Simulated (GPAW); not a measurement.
The C K edge of atom 5 in ZnNi3C (Pm-3m), with 6 Ni at 1.88 Å (octahedral, site symmetry m-3m), was computed in 2 ways: excited-electron core hole (neutral cell) and no core hole. Program and functional: GPAW, LDA, Gaussian full width 0.9 eV up to 4 eV, rising linearly to 3.5 eV at 25 eV; cells of 5 and 20 atoms (the run without a hole in the smaller).

Each run is counted from its own lowest empty level or Fermi level and scaled to a mean of 1 over its first 20 eV.

| E (eV) | run 1 | run 2 |
| --- | --- | --- |
| -2.00 | 0.00 | 0.00 |
| -1.25 | 0.00 | 0.00 |
| -0.50 | 0.10 | 0.12 |
| 0.25 | 1.26 | 1.02 |
| 1.00 | 1.36 | 1.31 |
| 1.75 | 1.01 | 0.89 |
| 2.50 | 1.45 | 1.02 |
| 3.25 | 2.01 | 0.84 |
| 4.00 | 1.54 | 1.88 |
| 4.75 | 0.79 | 1.86 |
| 5.50 | 0.68 | 0.81 |
| 6.25 | 0.87 | 0.69 |
| 7.00 | 0.98 | 0.74 |
| 7.75 | 1.14 | 0.91 |
| 8.50 | 1.55 | 1.32 |
| 9.25 | 1.16 | 1.51 |
| 10.00 | 0.49 | 1.05 |
| 10.75 | 0.28 | 0.61 |
| 11.50 | 0.33 | 0.41 |
| 12.25 | 0.47 | 0.40 |
| 13.00 | 0.59 | 0.46 |
| 13.75 | 0.72 | 0.52 |
| 14.50 | 0.97 | 0.60 |
| 15.25 | 1.30 | 0.80 |
| 16.00 | 1.52 | 1.14 |
| 16.75 | 1.45 | 1.49 |
| 17.50 | 1.12 | 1.59 |
| 18.25 | 0.75 | 1.34 |
| 19.00 | 0.54 | 0.95 |
| 19.75 | 0.51 | 0.70 |
| 20.50 | 0.55 | 0.63 |
| 21.25 | 0.58 | 0.63 |
| 22.00 | 0.57 | 0.64 |
| 22.75 | 0.56 | 0.63 |
| 23.50 | 0.56 | 0.63 |
| 24.25 | 0.55 | 0.62 |
| 25.00 | 0.53 | 0.61 |
| 25.75 | 0.50 | 0.59 |
| 26.50 | 0.47 | 0.54 |
| 27.25 | 0.46 | 0.51 |
| 28.00 | 0.47 | 0.49 |
| 28.75 | 0.52 | 0.51 |
| 29.50 | 0.57 | 0.56 |
| 30.25 | 0.59 | 0.60 |
| 31.00 | 0.58 | 0.62 |
| 31.75 | 0.55 | 0.59 |

**Question.** Which run is which?

Run 1: excited-electron core hole (neutral cell) (area from −2 to 6 eV 7.8, main maxima 0.6 eV (1.67), 3.3 eV (2.02), 8.6 eV (1.55) and 16.2 eV (1.53)). Run 2: no core hole (area from −2 to 6 eV 7.4, main maxima 0.8 eV (1.36), 4.4 eV (2.19), 9.1 eV (1.53) and 17.3 eV (1.60)). With each curve scaled to its own mean, the area from −2 to 6 eV with the hole is 7.8 against 7.4, and the centre of weight from −1 to 20 eV moves by -0.5 eV (first and strongest maxima below 20 eV: 0.8 eV (1.36), 4.4 eV (2.19), 9.1 eV (1.53) and 17.3 eV (1.60) without the hole, 0.6 eV (1.67), 3.3 eV (2.02) and 8.6 eV (1.55) with it); the shape changes all the same, by 39 % r.m.s.

[Hosts, paths, dates, database ids (printed as entryN), source tags and the programs' standing remarks are cut or masked in the printed files.]

[Lists of maxima count a maximum above −3 eV only where it reaches 4 % of the highest in the window and stands out from its surroundings by 2 % of it (1.5 % where it reaches 55 %); shoulders and weaker maxima are passed over, and of the rest the first, up to two pre-edge ones and the few strongest are named.]
